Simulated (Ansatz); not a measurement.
**Quasiparticle gap of MgO (Fm-3m)**

Wanted: the gap of MgO (Fm-3m) with a many-body correction, and the time that it takes.

Main program and level: Ansatz 0.2.0; PBE, then G0W0 on it, plane waves, PAW.

**Experimental background.**

- Gap 7.83 eV: literature experimental gap; bulk crystal (quoted in “Electronic structure of alkaline earth and post-transition metal oxides”, 2009, arxiv:0908.1581).

### 1. Starting point

The structure is cubic, space group Fm-3m (No. 225). Conventional cell: a = 4.194 Å, b = 4.194 Å, c = 4.194 Å, α = 90.00°, β = 90.00°, γ = 90.00°. Mg has 6 O at 2.10 Å nearest. Nearest to O lie 6 Mg at 2.10 Å. Farther neighbours and most contacts between anions are not listed.

The cell and positions are those that the Materials Project relaxed with its own functionals (PBE, PBE+U or r2SCAN), kept fixed.

### 2. Bands along the symmetry lines

Levels along a band path and on the mesh show where this functional puts the band edges.

This step: DFT, PBE, plane waves, PAW; PAW set soft_1.

input.yaml reads:

```yaml
crystal:
  lattice:
    - [0.0, 2.0970013927, 2.0970013927]
    - [2.0970013927, 0.0, 2.0970013927]
    - [2.0970013927, 2.0970013927, 0.0]
  atoms:
    - { symbol: Mg, position: [0.0, 0.0, 0.0] }
    - { symbol: O, position: [0.5, 0.5, 0.5] }
kpoints:
  mp_grid: { grid: [10, 10, 10] }
  band_path:
    path:
      - [[0.0, 0.0, 0.0], [0.5, 0.0, 0.5], [0.625, 0.25, 0.625]]
      - [[0.375, 0.375, 0.75], [0.0, 0.0, 0.0], [0.5, 0.5, 0.5], [0.5, 0.25, 0.75], [0.5, 0.0, 0.5]]
    npoints: 10
hamiltonian:
  xc: pbe
  pseudopotentials: { kind: paw, azcp: { folder: soft_1 } }
scf:
  occupations: { method: fermi_dirac, width: 0.02 }
  n_extra_bands: 4
output:
  eigenvalues: true
  forces: true
  stress: true
  write_density: true
  write_potential: true
  elf: true
  volumetric_format: npy
```

Started as:

```sh
$ ansatz run input.yaml --threads 4 --pin off --max-ram 138240MiB --backend cuda --events-out ev --progress --plain --runs-dir out --devices 1 --max-vram 26GiB
```

Numbers of over 12 decimals in the logs are rounded to 6 here.

Output:

```text
scf.n_extra_bands = 4 over 8 filled bands (N_el = 16.0): the run solves 12 bands
GPUs: using 1 of 1 available (devices: 1).
Engine: ansatz 0.2.0, x86_64-unknown-linux-gnu
Pseudopotentials: kind: paw
Pseudopotential: Mg, paw, valence charge 10, recommended cutoff 420 eV (normal), soft_1/Mg.paw.azcp
Pseudopotential: O, paw, valence charge 6, recommended cutoff 420 eV (normal), soft_1/O.paw.azcp
Functional definition: PBE
  parameter kappa = 0.804
  parameter beta = 0.066725
  exchange = pbe_x(kappa = kappa, mu = beta*pi^2/3)
  correlation = pbe_c(beta = beta)
device memory: the entry about to start is reckoned to put 1.0 GiB on a device that reports 67.8 GiB free (of which the cap on the GPU budget leaves the run 26.0 GiB)
GPU FFT provider: cuFFT
GPU libraries: cuBLAS 13.8.2, cuFFT 12.4.0, cuSOLVER 12.3.4
Crystal: 2 atoms, lattice volume = 18.443 Å³
Basis set: ecut = 420 eV, 339 PW (Γ), exchange–correlation on 40×40×40 points (8 copies of the dense FFT grid, shifted against one another)
Bands: 12, of which v1, the nominal top of the filled ones, is band 8 counted from 1 (7 counted from 0)
Symmetry: 48 space group operations
Space group: Fm-3m (ITA 225), of the structure as read, at distance tolerance 2.6e-5 Å
k-points: 47 of 1000
Non-local potential: Mg, projectors of the file, l = 0: 3, l = 1: 2, l = 2: 1
Non-local potential: O, projectors of the file, l = 0: 2, l = 1: 2, l = 2: 1
PAW form: soft (Blöchl's): semilocal exchange-correlation on the pseudo side does not see the compensation charge
PAW one-centre angular grid: Mg, 110 points (default); XC on 64 Gauss nodes
PAW one-centre angular grid: O, 110 points (default); XC on 64 Gauss nodes
Initial density: superposition of atomic densities (chi_scale 0.1, normalization cell, long waves kept (reshape's long-wave potential 0.00 eV rms))
Initial wavefunctions: pseudopotential atomic-orbital guess
GPU buffer pool allocated for 8000 grid points (all kernels)
GPU transforms: local potential and band sums: pruned to the plane-wave sphere, on 20×20×20
Functional: x = pbe(κ = 0.804, μ = 0.219515), c = pbe(β = 0.066725)
SCF iter   1: F=—  HF=-2494.084754 eV  |F-HF|=—  |Δ(HF+E_count)|=         —  Δρ=7.13e-2  dr2=5.03e-1  ethr=3.10e-3  ⟨swp⟩=6.0  Hψ=3458  notcnv=0
preconditioner: auto → none  [insulator: Δε(μ)=4.534 eV  Ē_g=18.501 eV  σ=0.020 eV  W_gap=1.00  n_scr=8 (ndim 8)  ℏωp=24.5 eV  f_vac=0.000  D(μ)=0.00/eV (n_scr^D=0)  ε∞_Penn≈2.7]
SCF iter   2: F=—  HF=-2494.071051 eV  |F-HF|=—  |Δ(HF+E_count)|=   1.37e-2  Δρ=2.85e-2  dr2=9.26e-2  ethr=3.10e-3  ⟨swp⟩=2.8  Hψ=1281  notcnv=0
SCF iter   3: F=—  HF=-2494.119693 eV  |F-HF|=—  |Δ(HF+E_count)|=   4.86e-2  Δρ=5.37e-3  dr2=4.04e-3  ethr=5.79e-4  ⟨swp⟩=2.8  Hψ=1070  notcnv=0
SCF iter   4: F=—  HF=-2494.122632 eV  |F-HF|=—  |Δ(HF+E_count)|=   2.94e-3  Δρ=4.54e-4  dr2=3.04e-5  ethr=2.52e-5  ⟨swp⟩=2.0  Hψ=952  notcnv=0
SCF iter   5: F=—  HF=-2494.122600 eV  |F-HF|=—  |Δ(HF+E_count)|=   3.25e-5  Δρ=2.60e-5  dr2=5.23e-8  ethr=1.90e-7  ⟨swp⟩=2.2  Hψ=884  notcnv=0
SCF iter   6: F=-2494.122600 eV  HF=-2494.122600 eV  |F-HF|=3.51e-9  |Δ(HF+E_count)|=   4.75e-8  Δρ=7.13e-6  dr2=5.79e-9  ethr=3.27e-10  ⟨swp⟩=6.1  Hψ=3785  notcnv=0
SCF 1 converged in 6 iterations: F = -2494.122600 eV  dr2 = 5.79e-9
  greatest PAW one-centre occupation: 1.000 electrons in one spin orbital (limit 2), on the Mg atom at site 0 (counted from 0), in its partial waves of l = 0
device memory: the entry about to start is reckoned to put 0.6 GiB on a device that reports 67.8 GiB free (of which the cap on the GPU budget leaves the run 26.0 GiB)
NSCF: frozen V_eff on 62 k-points, pencils in batches of 32, up to order 56
SCF converged after 6 iterations
Free energy (F): -2494.122600 eV
Harris-Foulkes:  -2494.122600 eV  (|F-HF|=3.51e-9)
Internal energy: -2494.122600 eV  (E = F + TS)
E sigma→0 (E₀):  -2494.122600 eV
Fermi energy:    10.665349 eV
--- Per-component energies (eV) ---
  E_band       = -291.005335
  E_kinetic    = 243.936991
  E_local      = -1684.894796  (includes V_loc(G=0)·N_el)
  E_nonlocal   = 246.935021
  E_hartree    = 558.945342
  E_xc         = -100.781595
  E_vxc        = -129.132515  (∫ρ·V_xc dr)
  E_paw        = -463.345675  (= ΣΔE_a)
  E_vpaw       = -85.743093  (= ΣTr[D̂ρ^β])
  E_aug_tail   = 0.000768  (compensation charges beyond the density's cutoff)
  E_ewald      = -1294.918655
  E_smearing   = -0.000000  (= −TS)
  E_closure    = 0.000000  (closes the sum)
  Σ components = -2494.122600   (vs F -2494.122600, Δ=0.00e0)
--- Forces (eV/Å), atoms counted from 1 ---
  atom   1  Mg    -0.00000000    -0.00000000    -0.00000000
  atom   2  O      0.00000000     0.00000000    -0.00000000
  max |Σ_I F_I| component: 1.88e-27 eV/Å
--- Stress (GPa, compression-positive) ---
        6.992251       0.000000       0.000000
        0.000000       6.992251      -0.000000
       -0.000000       0.000000       6.992251
  P = ⅓ Tr σ = 6.9923 GPa (69.923 kbar)
--- Band table (eV; the first three rows and the last of 47) ---
  k-point 0: bands = [... 4 lower, -9.0984, 8.2163, 8.2163, 8.2163, 13.0890, 24.1069, 24.1069, 24.1069]
  k-point 1: bands = [... 4 lower, -8.9865, 7.5652, 8.1480, 8.1480, 13.7144, 22.8479, 24.3497, 24.3497]
  k-point 2: bands = [... 4 lower, -8.6791, 6.2357, 7.9747, 7.9747, 14.9084, 21.3386, 24.8508, 24.8508]
  k-point 46: bands = [... 4 lower, -7.4623, 4.8629, 5.6736, 6.4702, 19.3056, 20.2278, 20.5215, 24.3493]
```

Wall time 3 s (1 × NVIDIA H100 80GB HBM3 (shared by 3 runs) with 4 threads of AMD EPYC 7R13 (Zen 3), shared host); peak memory 0.89 GiB; 3.2 s of CPU time.

Reading the cycles: dr2 is the Hartree energy of the density residual (eV), the measure of convergence; HF is the Harris–Foulkes estimate of the energy, which meets the free energy F at convergence.

Numbers from this step:

* pressure: 6.992 GPa
* filled bands: 8
* gap: 4.873 eV
* valence top at: Γ
* conduction bottom at: Γ
* least direct gap: 4.873 eV

Over mesh and path the gap is 4.873 eV, direct, at k = Γ. The pressure in this cell is 7 GPa; the cell is kept.

The electronic bands at the labelled points (eV, zero at the top of the highest nominally filled band; v1 is the highest filled band, c1 the lowest empty one):

```tsv
point	v4	v3	v2	v1	c1	c2	c3	c4
Γ	-17.31	0.00	0.00	0.00	4.87	15.89	15.89	15.89
halfway	-16.53	-2.65	-0.74	-0.74	8.22	11.22	15.68	17.62
X	-15.74	-4.10	-1.36	-1.36	9.17	10.13	13.24	19.20
halfway	-15.72	-3.95	-1.81	-1.30	9.57	10.65	13.08	18.80
U	-15.71	-3.51	-2.73	-1.15	10.18	11.94	12.66	18.35
jump to K	-15.71	-3.51	-2.73	-1.15	10.18	11.94	12.66	18.35
halfway	-16.45	-2.96	-1.19	-0.40	8.31	12.08	15.53	18.13
Γ	-17.31	0.00	0.00	0.00	4.87	15.89	15.89	15.89
halfway	-16.69	-2.67	-0.34	-0.34	7.23	12.67	16.78	16.78
L	-15.96	-4.66	-0.66	-0.66	8.00	12.76	16.49	16.49
halfway	-15.82	-4.03	-1.95	-1.00	9.78	12.33	13.65	17.10
W	-15.67	-2.97	-2.97	-1.79	11.75	11.75	12.34	15.72
halfway	-15.71	-3.80	-1.91	-1.58	10.07	11.02	12.89	17.55
X	-15.74	-4.10	-1.36	-1.36	9.17	10.13	13.24	19.20
```

The electronic bands as a text plot (rows in eV, shown from -8.0 to 10.9 only):

```
   10.5 |       +   ++++  +++                          ++   +++++
    9.7 |        +++   +++   ++                       +       ++
    8.9 |       +   +++        +                    ++          +
    8.1 |      +                +             ++++++
    7.3 |    ++                  +          ++
    6.5 |   +                     ++       +
    5.8 |  +                        +    ++
    5.0 |++                          ++++
    4.2 |
    3.4 |
    2.6 |
    1.8 |
    1.0 |
    0.3 |**                         ******
   -0.5 | ******            **********  **************
   -1.3 |   *   ************   ** **      *        ******   *****
   -2.1 |    **        **    **  *         *          ** ******
   -2.9 |      **        ****   *           *           ****
   -3.7 |        ****  **** ****             **       ***   ****
   -4.5 |            **                        *******          *
   -5.2 |
   -6.0 |
   -6.8 |
   -7.6 |
         Γ           X  U|K            Γ         L        W     X
```

Electrostatic potential energy in the ac plane of the conventional cell at fractional y = 0.000, with atoms of Mg and O within 0.2 Å of it. With pseudopotentials it is smooth inside the atoms' cores, unlike the true potential.

Values in eV, 14 rows by 14 columns, each cell a mean:
```
-75 -54 -14   6   7 -13 -29 -33 -24  -1   8   0 -32 -68
-39 -21  -1   8  10   3 -13 -17  -6   9  10   5  -9 -32
 -2   2   7  10  11  10   7   6   9  11  11   9   5   0
  8   9  10  11  10   8   6   5   7   9  10  11  10   8
 -4   4  10  10   7  -1 -14 -19  -8   4   9  11   9  -1
-27 -17   4   9   2 -21 -54 -63 -40  -8   7   9  -6 -24
-39 -27  -4   8  -2 -39 -75 -76 -63 -19   5   6 -17 -33
-33 -24  -1   8   0 -32 -68 -75 -54 -14   6   7 -13 -29
-17  -6   9  10   5  -9 -32 -39 -21  -1   8  10   3 -13
  6   9  11  11   9   5   0  -2   2   7  10  11  10   7
  5   7   9  10  11  10   8   8   9  10  11  10   8   6
-19  -8   4   9  11   9  -1  -4   4  10  10   7  -1 -14
-63 -40  -8   7   9  -6 -24 -27 -17   4   9   2 -21 -54
-76 -63 -19   5   6 -17 -33 -39 -27  -4   8  -2 -39 -75
```
Columns run along a (4.2 Å; values clipped at the 3rd and 97th percentile), rows up along c (4.2 Å), edges of the conventional cell, whose origin can differ from the input's. Atoms in or near the plane, at fractional coordinates: Mg at (0.00, 0.00), Mg at (0.50, 0.50), O at (0.50, 0.00), O at (0.00, 0.50).

Valence density in the ac plane of the conventional cell at fractional y = 0.000, with atoms of Mg and O within 0.2 Å of it. It is the smooth field of the valence electrons, not physical close to the nuclei.

Ten steps, logarithmic in the rise over the least value, from '0' (0 e/Å³) to '9' (26 e/Å³), each cell a mean:
```
97302467531158
53001345420015
10000122210001
11000001000001
43100033100123
65310378610245
76411599831257
75311589730246
54200155300134
22100011000012
10000011100000
31001234310003
86102456531037
98312577641159
```
Columns run along a (4.2 Å), rows up along c (4.2 Å), edges of the conventional cell, whose origin can differ from the input's. Atoms in or near the plane, at fractional coordinates: Mg at (0.00, 0.00), Mg at (0.50, 0.50), O at (0.50, 0.00), O at (0.00, 0.50).

[end of part 1 of 2]

[Paths, hosts, dates, memory and timing lines, banners, echoed tables and standing remarks are left out of the program output.]

[Logs are printed without paths, hosts, clocks, repeated set-up lines and the standing remarks that a program may print on its own settings, such as how far it seeks lower states.]

[Runs of the session that timed out or met a known fault of the program may be left out.]

[Cells called generated may have been cut or substituted from an entry of the Crystallography Open Database or the Materials Project.]

[Hosts, paths, dates, database ids (printed as entryN), source tags and the programs' standing remarks are cut or masked in the printed files.]

[Where an RPA ε∞ is given, it is that of the G0W0 mesh and is not shown converged in it. Names of k-points follow the symmetry that the program found, which can be lower than the space group named. Band edges on a path are those of the sampled points; other points can move an edge, and change direct to indirect where valleys lie close.]

[Hybrid gaps are those of their k-mesh and are not shown converged in it.]
